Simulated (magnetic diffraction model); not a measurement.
# Which magnetic order? NdZr2CuS6

Space group Fm-3m (no. 225), a = 9.5070 Å.

| site | atom | x | y | z |
| --- | --- | --- | --- | --- |
| 4a | Nd | 0 | 0 | 0 |
| 8c | Zr | 1/4 | 1/4 | 3/4 |
| 4b | Cu | 1/2 | 0 | 0 |
| 24d | S | 3/4 | 0 | 3/4 |

The compound is invented for this exercise: a known structure type with other elements, its cell scaled to their sizes and not relaxed.

Only Nd is taken to order (form factors of Nd3+); orders and moment sizes are assumed, and not adapted to the symmetry. Radiation: neutrons of λ = 2.52 Å, 5° to 100°; isotropic B of 0.12 Å² (Nd), 0.12 Å² (Zr), 0.13 Å² (Cu) and 0.18 Å² (S). Simulated constant-wavelength pattern: nuclear and magnetic terms add, the magnetic one as |2.695 fm × Σ f S⊥ exp(2πi Q·r) exp(−B s²)|², summed over all Q at one angle with the factor 1/(sin²θ cos θ). For collinear order S is the moment m, which repeats by lattice and centring translations R with the sign exp(−2πi k·R). Free-ion form factors, Sears's scattering lengths of 1992, no absorption; a label names one of the reflections at its angle. The strongest nuclear line in the range is 100, and lines under 0.2 are left out.

Above the ordering temperature:

| 2θ (°) | index | I |
| --- | --- | --- |
| 30.74 | (2 0 0) | 2.7 |
| 44.03 | (2 2 0) | 76.8 |
| 54.66 | (2 2 2) | 20.2 |
| 64.03 | (4 0 0) | 79.0 |
| 72.70 | (4 2 0) | 2.6 |
| 80.97 | (4 2 2) | 61.8 |
| 97.13 | (4 4 0) | 100.0 |

Below it (cell unchanged):

```tsv
2θ (°)	I
26.54	7.1
30.74	6.7
44.03	80.7
52.15	5.6
54.66	21.9
64.03	80.0
70.58	3.2
72.70	5.6
80.97	64.3
87.05	3.0
97.13	101.0
```

**Question.** Find the propagation vector, then choose among these models:
A. collinear moments along [100], 2.6 μB on Nd
B. collinear moments along [010], 2.6 μB on Nd
C. collinear moments along [111], 2.6 μB on Nd

No line moves, and magnetic intensity falls on nuclear lines such as the one at 30.74°; new lines at (1 1 -1), (3 1 1) and (3 3 1) have whole indices that obey the lattice centring, at places with no nuclear intensity to speak of, so the magnetic cell equals the chemical primitive cell: k = 0.

Magnetic intensity, observed (below minus above) and for each model:

| 2θ (°) | index | observed | A | B | C |
| --- | --- | --- | --- | --- | --- |
| 44.03 | (2 2 0) | 3.9 | 3.9 | 3.9 | 3.9 |
| 52.15 | (3 1 1) | 5.6 | 5.6 | 5.6 | 5.6 |
| 54.66 | (2 2 2) | 1.7 | 1.7 | 1.7 | 1.7 |
| 64.03 | (4 0 0) | 0.9 | 0.9 | 0.9 | 0.9 |
| 70.58 | (3 3 1) | 3.2 | 3.2 | 3.2 | 3.2 |
| 72.70 | (4 2 0) | 3.0 | 3.0 | 3.0 | 3.0 |
| 80.97 | (4 2 2) | 2.5 | 2.5 | 2.5 | 2.5 |
| 97.13 | (4 4 0) | 0.9 | 0.9 | 0.9 | 0.9 |

Models A, B and C match alike on every line, so these data can't choose among them (such ties are often domains of one structure): a powder sees only the angle between collinear moments and the unique axis of a uniaxial spin configuration, and no direction at all where the configuration is cubic.

The structure used: k = (0 0 0), collinear moments along [111], 2.6 μB on Nd.

[Logs are printed without paths, hosts, clocks, repeated set-up lines and the standing remarks that a program may print on its own settings, such as how far it seeks lower states.]
